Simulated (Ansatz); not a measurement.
## Localised basis functions on AlP(100) slab, H on both faces (72 atoms)

Wanted: errors and times of a linear-scaling basis for AlP(100) slab, H on both faces (72 atoms). A setting counts as converged where the r.m.s. difference of forces stays under 1 % of the r.m.s. force.

Program: Ansatz 0.2.0. Level of theory: Kohn-Sham DFT, PBE, PAW (set soft_2), plane waves. Values are calculated unless marked as measured.

## Step 1: The system as given

The cell holds 72 atoms: 18 Al, 18 P and 36 H. Its edges and angles: a = 11.589 Å, b = 11.589 Å, c = 15.829 Å, α = 90.0°, β = 90.0°, γ = 90.0°. It derives from AlP (zinc-blende). Zinc-blende AlP (a = 5.463 Å), (100) slab of 4 atomic planes, 3 x 3 surface cells, H on the broken bonds of both faces, 10 Å of vacuum; displaced by a Gaussian of 0.02 Å. Regions: slab, 36 atoms (18 Al and 18 P); hydrogen, 36 atoms (36 H). Vacuum lies along c.

Before any run, some limits are plain. Caps of real hydrogen don't mimic the fractional bonds of a polar compound, so surface states and strained caps may belong to the model. Beside vacuum, support functions can miss their usual error bounds without a warning. Sampling is at Γ alone, for a cell whose shortest periodic width is 12 Å.

## Step 2: Plane-wave single point

The first run uses the default basis; a harder plane-wave run follows as the reference for the support functions.

File input.yaml:

```yaml
crystal:
  lattice:
    - [11.58877, 0.0, 0.0]
    - [0.0, 11.58877, 0.0]
    - [0.0, 0.0, 15.8293]
  atoms:
    - { symbol: Al, position: [0.26542, 0.16781, 0.45244] }
    - { symbol: P, position: [0.26796, 0.33433, 0.3706] }
    - { symbol: Al, position: [0.10083, 0.33669, 0.62662] }
    - { symbol: P, position: [0.10318, 0.16805, 0.54036] }
    - { symbol: Al, position: [0.26675, 0.5018, 0.45224] }
    - { symbol: P, position: [0.26358, 0.66847, 0.36798] }
    - { symbol: Al, position: [0.10008, 0.66671, 0.62743] }
    - { symbol: P, position: [0.09837, 0.50059, 0.53959] }
    - { symbol: Al, position: [0.26592, 0.83328, 0.45234] }
    - { symbol: P, position: [0.26851, 0.0034, 0.36776] }
    - { symbol: Al, position: [0.10175, 0.00063, 0.62886] }
    - { symbol: P, position: [0.10453, 0.83765, 0.54062] }
    - { symbol: Al, position: [0.60035, 0.16857, 0.45365] }
    - { symbol: P, position: [0.59712, 0.33364, 0.36635] }
    - { symbol: Al, position: [0.43488, 0.33348, 0.62422] }
    - { symbol: P, position: [0.43495, 0.16929, 0.54145] }
    - { symbol: Al, position: [0.60081, 0.49892, 0.45362] }
    - { symbol: P, position: [0.59997, 0.66512, 0.36541] }
    - { symbol: Al, position: [0.43506, 0.66554, 0.6276] }
    - { symbol: P, position: [0.43524, 0.50246, 0.54004] }
    - { symbol: Al, position: [0.60012, 0.8337, 0.45403] }
    - { symbol: P, position: [0.60034, 0.00125, 0.36924] }
    - { symbol: Al, position: [0.43437, 0.00022, 0.6286] }
    - { symbol: P, position: [0.43044, 0.8361, 0.5386] }
    - { symbol: Al, position: [0.93402, 0.16842, 0.45267] }
    - { symbol: P, position: [0.9362, 0.33256, 0.36803] }
    - { symbol: Al, position: [0.76697, 0.33537, 0.626] }
    - { symbol: P, position: [0.76689, 0.16357, 0.54117] }
    - { symbol: Al, position: [0.93175, 0.50005, 0.45328] }
    - { symbol: P, position: [0.93004, 0.66915, 0.36752] }
    - { symbol: Al, position: [0.76665, 0.66405, 0.626] }
    - { symbol: P, position: [0.76558, 0.49995, 0.53931] }
    - { symbol: Al, position: [0.93172, 0.83585, 0.45345] }
    - { symbol: P, position: [0.92751, 0.99534, 0.36834] }
    - { symbol: Al, position: [0.76744, 0.00215, 0.62653] }
    - { symbol: P, position: [0.76502, 0.83342, 0.53928] }
    - { symbol: H, position: [0.36649, 0.33244, 0.31772] }
    - { symbol: H, position: [0.16743, 0.333, 0.31645] }
    - { symbol: H, position: [0.98907, 0.33241, 0.68597] }
    - { symbol: H, position: [0.21406, 0.33551, 0.68293] }
    - { symbol: H, position: [0.16768, 0.6681, 0.31542] }
    - { symbol: H, position: [0.36448, 0.66266, 0.31681] }
    - { symbol: H, position: [0.98933, 0.66682, 0.68359] }
    - { symbol: H, position: [0.21146, 0.66259, 0.68262] }
    - { symbol: H, position: [0.16596, 0.99842, 0.31684] }
    - { symbol: H, position: [0.36603, 0.00153, 0.31708] }
    - { symbol: H, position: [0.2149, 0.99821, 0.68477] }
    - { symbol: H, position: [0.98684, 0.00195, 0.68476] }
    - { symbol: H, position: [0.50211, 0.33366, 0.3172] }
    - { symbol: H, position: [0.70211, 0.33387, 0.317] }
    - { symbol: H, position: [0.32115, 0.33043, 0.68394] }
    - { symbol: H, position: [0.54672, 0.33321, 0.68415] }
    - { symbol: H, position: [0.69824, 0.66763, 0.31693] }
    - { symbol: H, position: [0.49962, 0.66774, 0.31866] }
    - { symbol: H, position: [0.54366, 0.66604, 0.68225] }
    - { symbol: H, position: [0.32015, 0.66514, 0.68416] }
    - { symbol: H, position: [0.50142, 0.00247, 0.31502] }
    - { symbol: H, position: [0.69923, 0.99878, 0.31557] }
    - { symbol: H, position: [0.545, 0.99946, 0.68363] }
    - { symbol: H, position: [0.32016, 0.99882, 0.68515] }
    - { symbol: H, position: [0.83121, 0.33737, 0.31709] }
    - { symbol: H, position: [0.03391, 0.33479, 0.31771] }
    - { symbol: H, position: [0.65657, 0.33253, 0.68305] }
    - { symbol: H, position: [0.88014, 0.33149, 0.68165] }
    - { symbol: H, position: [0.83387, 0.66688, 0.31838] }
    - { symbol: H, position: [0.03146, 0.66758, 0.31364] }
    - { symbol: H, position: [0.65813, 0.6651, 0.68403] }
    - { symbol: H, position: [0.87714, 0.66457, 0.684] }
    - { symbol: H, position: [0.03345, 0.0002, 0.3134] }
    - { symbol: H, position: [0.83339, 0.00029, 0.31516] }
    - { symbol: H, position: [0.87986, 0.99874, 0.68447] }
    - { symbol: H, position: [0.65606, 0.00057, 0.68447] }
kpoints:
  mp_grid: { grid: [1, 1, 1] }
hamiltonian:
  xc: pbe
scf:
  occupations: { method: gaussian, width: 0.025 }
output:
  forces: true
  populations: true
  dos:
    method: { smearing: { sigma: 0.08 } }
    de: 0.1
    projected:
      site_lists:
        Al: [Al]
        H: [H]
        P: [P]
        slab: [0, 1, 2, 3, 4, 5, 6, 7, 8, 9, 10, 11, 12, 13, 14, 15, 16, 17, 18, 19, 20, 21, 22, 23, 24, 25, 26, 27, 28, 29, 30, 31, 32, 33, 34, 35]
        hydrogen: [36, 37, 38, 39, 40, 41, 42, 43, 44, 45, 46, 47, 48, 49, 50, 51, 52, 53, 54, 55, 56, 57, 58, 59, 60, 61, 62, 63, 64, 65, 66, 67, 68, 69, 70, 71]
  eigenvalues: true
  write_density: true
  write_potential: true
  volumetric_format: npy
  elf: true
```

Started as:

```console
> ansatz run input.yaml --threads 4 --pin off --max-ram 8192MiB --backend cpu --events-out ev --progress --plain --runs-dir out
```

Output:

```text
Engine: ansatz 0.2.0, x86_64-unknown-linux-gnu
Pseudopotentials: kind: paw
Pseudopotential: Al, paw, valence charge 3, recommended cutoff 420 eV (normal), Al.paw.azcp
Pseudopotential: P, paw, valence charge 5, recommended cutoff 420 eV (normal), P.paw.azcp
Pseudopotential: H, paw, valence charge 1, recommended cutoff 420 eV (normal), H.paw.azcp
Functional definition: PBE
  parameter kappa = 0.804
  parameter beta = 0.066725
  exchange = pbe_x(kappa = kappa, mu = beta*pi^2/3)
  correlation = pbe_c(beta = beta)
Crystal: 72 atoms, lattice volume = 2125.869 Å³
Basis set: ecut = 420 eV, 41605 PW (Γ), exchange–correlation on 160×160×216 points (8 copies of the dense FFT grid, shifted against one another)
Bands: 162, of which v1, the nominal top of the filled ones, is band 90 counted from 1 (89 counted from 0)
Symmetry: 1 space group operations
Space group: P1 (ITA 1), of the structure as read, at distance tolerance 1.3e-4 Å
k-points: 1
Non-local potential: Al, projectors of the file, l = 0: 2, l = 1: 2, l = 2: 1
Non-local potential: P, projectors of the file, l = 0: 2, l = 1: 2, l = 2: 2
Non-local potential: H, projectors of the file, l = 0: 2, l = 1: 1
PAW form: soft (Blöchl's): semilocal exchange-correlation on the pseudo side does not see the compensation charge
PAW one-centre angular grid: Al, 110 points (default); XC on 64 Gauss nodes
PAW one-centre angular grid: P, 110 points (default); XC on 64 Gauss nodes
PAW one-centre angular grid: H, 110 points (default); XC on 64 Gauss nodes
Initial density: superposition of atomic densities (neutral atoms: chi_scale 0, normalization atom), corrected by the library's trained network
Initial wavefunctions: pseudopotential atomic-orbital guess
Functional: x = pbe(κ = 0.804, μ = 0.219515), c = pbe(β = 0.066725)
SCF iter   1: F=—  HF=-23843.214383 eV  |F-HF|=—  |Δ(HF+E_count)|=         —  Δρ=7.29e-3  dr2=7.48e0  ethr=1.77e-3  ⟨swp⟩=10.0  Hψ=1058  notcnv=0  defer=21
preconditioner: auto → LDOS  [insulator: Δε(μ)=0.072 eV  Ē_g=9.313 eV  σ=0.025 eV  W_gap=0.96  n_scr=220 (ndim 8)  ℏωp=10.8 eV  f_vac=0.467  D(μ)=11.46/eV (n_scr^D=36)  ε∞_Penn≈2.3  β→1.0]
SCF iter   2: F=—  HF=-23845.007134 eV  |F-HF|=—  |Δ(HF+E_count)|=    1.79e0  Δρ=1.31e-2  dr2=2.30e1  ethr=1.77e-3  ⟨swp⟩=3.0  Hψ=230  notcnv=0  defer=59  recentre
SCF iter   3: F=—  HF=-23843.138120 eV  |F-HF|=—  |Δ(HF+E_count)|=    1.87e0  Δρ=7.08e-3  dr2=4.22e0  ethr=1.77e-3  ⟨swp⟩=2.0  Hψ=209  notcnv=0  defer=44
SCF iter   4: F=—  HF=-23843.063403 eV  |F-HF|=—  |Δ(HF+E_count)|=   7.47e-2  Δρ=5.99e-3  dr2=3.16e0  ethr=1.77e-3  ⟨swp⟩=1.0  Hψ=187  notcnv=0  defer=50
SCF iter   5: F=—  HF=-23843.011288 eV  |F-HF|=—  |Δ(HF+E_count)|=   5.21e-2  Δρ=4.54e-3  dr2=1.78e0  ethr=1.75e-3  ⟨swp⟩=1.0  Hψ=103  notcnv=0  defer=50
SCF iter   6: F=—  HF=-23843.051840 eV  |F-HF|=—  |Δ(HF+E_count)|=   4.06e-2  Δρ=6.53e-3  dr2=3.66e0  ethr=9.91e-4  ⟨swp⟩=2.0  Hψ=104  notcnv=0  defer=57
SCF iter   7: F=—  HF=-23842.992868 eV  |F-HF|=—  |Δ(HF+E_count)|=   5.90e-2  Δρ=5.07e-3  dr2=2.22e0  ethr=9.91e-4  ⟨swp⟩=1.0  Hψ=103  notcnv=0  defer=57
SCF iter   8: F=—  HF=-23842.967839 eV  |F-HF|=—  |Δ(HF+E_count)|=   2.50e-2  Δρ=2.25e-3  dr2=4.35e-1  ethr=9.91e-4  ⟨swp⟩=1.0  Hψ=103  notcnv=0  defer=57
SCF iter   9: F=—  HF=-23842.966208 eV  |F-HF|=—  |Δ(HF+E_count)|=   1.63e-3  Δρ=1.83e-3  dr2=2.89e-1  ethr=2.42e-4  ⟨swp⟩=2.0  Hψ=191  notcnv=0  defer=59
SCF iter  10: F=—  HF=-23842.963851 eV  |F-HF|=—  |Δ(HF+E_count)|=   2.36e-3  Δρ=1.19e-3  dr2=1.23e-1  ethr=1.61e-4  ⟨swp⟩=1.0  Hψ=103  notcnv=0  defer=59
[...]
SCF iter  16: F=—  HF=-23842.962623 eV  |F-HF|=—  |Δ(HF+E_count)|=   4.20e-4  Δρ=2.02e-5  dr2=1.76e-5  ethr=3.54e-8  ⟨swp⟩=1.0  Hψ=103  notcnv=0  defer=59
SCF iter  17: F=—  HF=-23842.962625 eV  |F-HF|=—  |Δ(HF+E_count)|=   1.41e-6  Δρ=1.84e-5  dr2=1.61e-5  ethr=9.80e-9  ⟨swp⟩=1.0  Hψ=103  notcnv=0  defer=59
SCF iter  18: F=—  HF=-23842.962627 eV  |F-HF|=—  |Δ(HF+E_count)|=   2.17e-6  Δρ=1.52e-5  dr2=1.60e-5  ethr=8.94e-9  ⟨swp⟩=1.0  Hψ=103  notcnv=0  defer=59
SCF iter  19: F=—  HF=-23842.962627 eV  |F-HF|=—  |Δ(HF+E_count)|=   6.29e-8  Δρ=8.41e-6  dr2=3.83e-6  ethr=8.88e-9  ⟨swp⟩=1.0  Hψ=103  notcnv=0  defer=59
SCF iter  20: F=—  HF=-23842.962626 eV  |F-HF|=—  |Δ(HF+E_count)|=   1.01e-6  Δρ=4.96e-6  dr2=1.11e-6  ethr=2.13e-9  ⟨swp⟩=2.0  Hψ=156  notcnv=0  defer=59
SCF iter  21: F=—  HF=-23842.962626 eV  |F-HF|=—  |Δ(HF+E_count)|=   1.50e-7  Δρ=4.15e-6  dr2=5.75e-7  ethr=6.19e-10  ⟨swp⟩=2.0  Hψ=104  notcnv=0  defer=59
SCF iter  22: F=—  HF=-23842.962627 eV  |F-HF|=—  |Δ(HF+E_count)|=   9.47e-7  Δρ=3.30e-6  dr2=3.53e-7  ethr=3.20e-10  ⟨swp⟩=1.0  Hψ=103  notcnv=0  defer=59
SCF iter  23: F=—  HF=-23842.962628 eV  |F-HF|=—  |Δ(HF+E_count)|=   8.86e-7  Δρ=2.33e-6  dr2=2.27e-7  ethr=1.96e-10  ⟨swp⟩=3.0  Hψ=178  notcnv=0  defer=59
SCF iter  24: F=—  HF=-23842.962628 eV  |F-HF|=—  |Δ(HF+E_count)|=   1.49e-7  Δρ=1.74e-6  dr2=1.39e-7  ethr=1.26e-10  ⟨swp⟩=3.0  Hψ=175  notcnv=0  defer=59
SCF iter  25: F=-23842.962628 eV  HF=-23842.962627 eV  |F-HF|=5.93e-7  |Δ(HF+E_count)|=   2.99e-7  Δρ=1.46e-6  dr2=4.32e-8  ethr=5.56e-11  ⟨swp⟩=27.0  Hψ=1785  notcnv=0
SCF 1 converged in 25 iterations: F = -23842.962628 eV  dr2 = 4.32e-8
  greatest PAW one-centre occupation: 0.780 electrons in one spin orbital (limit 2), on the P atom at site 15 (counted from 0), in its partial waves of l = 0
WARN: The output density's exchange-correlation potential varies sharply where the density is thin. Do not read a vacuum level from v_tot or v_xc, or from such a field of the output density. On a cell that repeats whose density bears no net charge and no dipole along the vacuum's axis use v_es (v_loc + v_h of the components); [...]
SCF converged after 25 iterations
Free energy (F): -23842.962628 eV
Harris-Foulkes:  -23842.962627 eV  (|F-HF|=5.93e-7)
Internal energy: -23842.934272 eV  (E = F + TS)
E sigma→0 (E₀):  -23842.948450 eV
Entropy (-TS):   -0.028356 eV (-0.394 meV/atom)
Fermi energy:    0.732937 eV
--- Per-component energies (eV) ---
  E_band       = -1067.936717
  E_kinetic    = 2201.573547
  E_local      = -21348.130000  (includes V_loc(G=0)·N_el)
  E_nonlocal   = 868.392098
  E_hartree    = 9737.882389
  E_xc         = -2149.037223
  E_vxc        = -2033.930671  (∫ρ·V_xc dr)
  E_paw        = -18687.358026  (= ΣΔE_a)
  E_vpaw       = -231.559282  (= ΣTr[D̂ρ^β])
  E_aug_tail   = -0.044037  (compensation charges beyond the density's cutoff)
  E_ewald      = 5533.786980
  E_smearing   = -0.028356  (= −TS)
  E_closure    = 0.000000  (closes the sum)
  Σ components = -23842.962628   (vs F -23842.962628, Δ=0.00e0)
--- Forces (eV/Å), atoms counted from 1 ---
  atom   1  Al     0.40777356    -0.07362152     1.02586957
  atom   2  P     -0.40531861     0.02951829    -0.12321755
  atom   3  Al    -0.20968263    -0.19297198     0.13874688
  atom   4  P     -0.39485656    -0.05058703    -0.77873579
  atom   5  Al    -0.04645451     0.08746052     1.04126149
  atom   6  P      0.70022327    -0.19140656     0.68442140
  atom   7  Al    -0.04572176     0.18915882    -0.29405200
  atom   8  P      0.10455584     0.18145254    -1.03464027
  atom   9  Al     0.15814039     0.46311493     0.58911718
  atom  10  P     -0.78307167    -0.41737211     0.81275637
  atom  11  Al    -0.16384976     0.21024050     0.01528726
  atom  12  P     -0.67092332    -0.42339266    -0.96814578
  atom  13  Al     0.01560248     0.02322044     0.72217369
  atom  14  P      1.69948461     0.02090914     1.49059851
[...]
atom  71  H     -0.36684088    -0.01130986     0.06774613
  atom  72  H      0.31880975     0.02208943     0.14107184
  max |Σ_I F_I| component: 1.73e-5 eV/Å
--- Band table (eV) ---
  k-point 0: bands = ["-13.7801", "-13.4625", "-13.3633", "-13.2196", [... 146 levels ...], "4.7848", "4.8198", "4.8568", "4.8764", "4.8870", "5.0397", "5.0762", "5.1184", "5.1478", "5.1716", "5.1792", "5.2161"]
--- Löwdin populations: 72 sites ---
  site symbol       q [e]
     0     Al      2.6682
     1      P      4.9209
     2     Al      2.5476
[...]
71      H      1.1273
  spilling = 0.012906 (of n_electrons = 180.000000)
```

Run time: 19 s. Hardware: 4 threads of AMD EPYC 7B13 (Zen 3), shared host; peak memory 1.6 GiB; 68 s of CPU time.

The program notes that the exchange-correlation potential is rough where the density is thin.

The run gave:

* free energy: -23842.9626 eV
* free energy per atom: -331.1523 eV/atom
* SCF cycles: 25
* r.m.s. force component: 0.5198 eV/Å
* longest force: 2.261 eV/Å
* Fermi energy: 0.7329 eV
* levels partly filled by over 2 per cent: 2
* spilling of the projection: 0.01291

The r.m.s. force component of 0.52 eV/Å sets the scale for the differences below.

## Step 3: Plane waves at 750 eV (750 eV)

The grid of the support functions holds more waves than the default cutoff, so they are judged against a harder plane-wave run.

input.yaml, the sections that differ from step 2:

```yaml
output:
  forces: true
  eigenvalues: true
basis:
  ecutwfc: "750 eV"
# crystal, kpoints, hamiltonian, scf: as in step 2
```

Output:

```text
[...]
Crystal: 72 atoms, lattice volume = 2125.869 Å³
Basis set: ecut = 750 eV, 99187 PW (Γ), exchange–correlation on 216×216×288 points (8 copies of the dense FFT grid, shifted against one another)
Bands: 162, of which v1, the nominal top of the filled ones, is band 90 counted from 1 (89 counted from 0)
Symmetry: 1 space group operations
[...]
k-points: 1
[...]
SCF iter   1: F=—  HF=-23843.310902 eV  |F-HF|=—  |Δ(HF+E_count)|=         —  Δρ=7.36e-3  dr2=7.49e0  ethr=1.77e-3  ⟨swp⟩=10.0  Hψ=1063  notcnv=0  defer=23
[...]
SCF iter   4: F=—  HF=-23843.159355 eV  |F-HF|=—  |Δ(HF+E_count)|=   7.21e-2  Δρ=6.10e-3  dr2=3.25e0  ethr=1.77e-3  ⟨swp⟩=1.0  Hψ=120  notcnv=0
automatic band count: iteration 4 solves 104 bands in place of 162: the levels show a gap, and the empty bands left out lie too high to hold charge; the band table lists the bands solved (type scf.n_extra_bands for more)
SCF iter   5: F=—  HF=-23843.109065 eV  |F-HF|=—  |Δ(HF+E_count)|=   5.03e-2  Δρ=4.60e-3  dr2=1.84e0  ethr=1.77e-3  ⟨swp⟩=1.0  Hψ=103  notcnv=0
[...]
SCF iter  11: F=—  HF=-23843.062040 eV  |F-HF|=—  |Δ(HF+E_count)|=   3.75e-3  Δρ=2.39e-3  dr2=4.91e-1  ethr=6.21e-5  ⟨swp⟩=2.0  Hψ=112  notcnv=0  defer=59  recentre
[...]
SCF iter  23: F=—  HF=-23843.057373 eV  |F-HF|=—  |Δ(HF+E_count)|=   9.28e-8  Δρ=2.90e-6  dr2=3.14e-7  ethr=2.91e-10  ⟨swp⟩=3.0  Hψ=164  notcnv=0  defer=59
SCF iter  24: F=-23843.057373 eV  HF=-23843.057373 eV  |F-HF|=3.20e-7  |Δ(HF+E_count)|=   3.07e-7  Δρ=1.78e-6  dr2=9.15e-8  ethr=5.56e-11  ⟨swp⟩=21.0  Hψ=1653  notcnv=0
SCF 1 converged in 24 iterations: F = -23843.057373 eV  dr2 = 9.15e-8
[...]
SCF converged after 24 iterations
Free energy (F): -23843.057373 eV
[...]
Internal energy: -23843.029017 eV  (E = F + TS)
E sigma→0 (E₀):  -23843.043195 eV
Entropy (-TS):   -0.028356 eV (-0.394 meV/atom)
Fermi energy:    0.732493 eV
[...]
Σ components = -23843.057373   (vs F -23843.057373, Δ=0.00e0)
--- Forces (eV/Å), atoms counted from 1 ---
  atom   1  Al     0.40773300    -0.07362633     1.02596377
  atom   2  P     -0.40483285     0.02942312    -0.12758812
  atom   3  Al    -0.20960216    -0.19299708     0.14027058
  atom   4  P     -0.39481778    -0.05053818    -0.77861448
[...]
atom  72  H      0.32022343     0.02207897     0.14025335
  max |Σ_I F_I| component: 1.28e-4 eV/Å
--- Band table (eV) ---
[...]
```

It took 34 s on 4 threads; peak memory 3.4 GiB; 2.1 min of CPU time.

Forces differ from the reference by 1.5 meV/Å r.m.s., 0.29 % of their size, well within a tolerance of 1 %; the energy by -1.3 meV/atom. It took roughly 1.8 times the reference's time (one timing each, with unlike analyses asked), in 24 cycles against 25.

[end of part 1 of 3]

[Long decimals in the printed logs are rounded to 6 places.]

[Logs are printed without paths, hosts, clocks, repeated set-up lines and the standing remarks that a program may print on its own settings, such as how far it seeks lower states.]

[Hosts, paths, dates, database ids (printed as entryN), source tags and the programs' standing remarks are cut or masked in the printed files.]
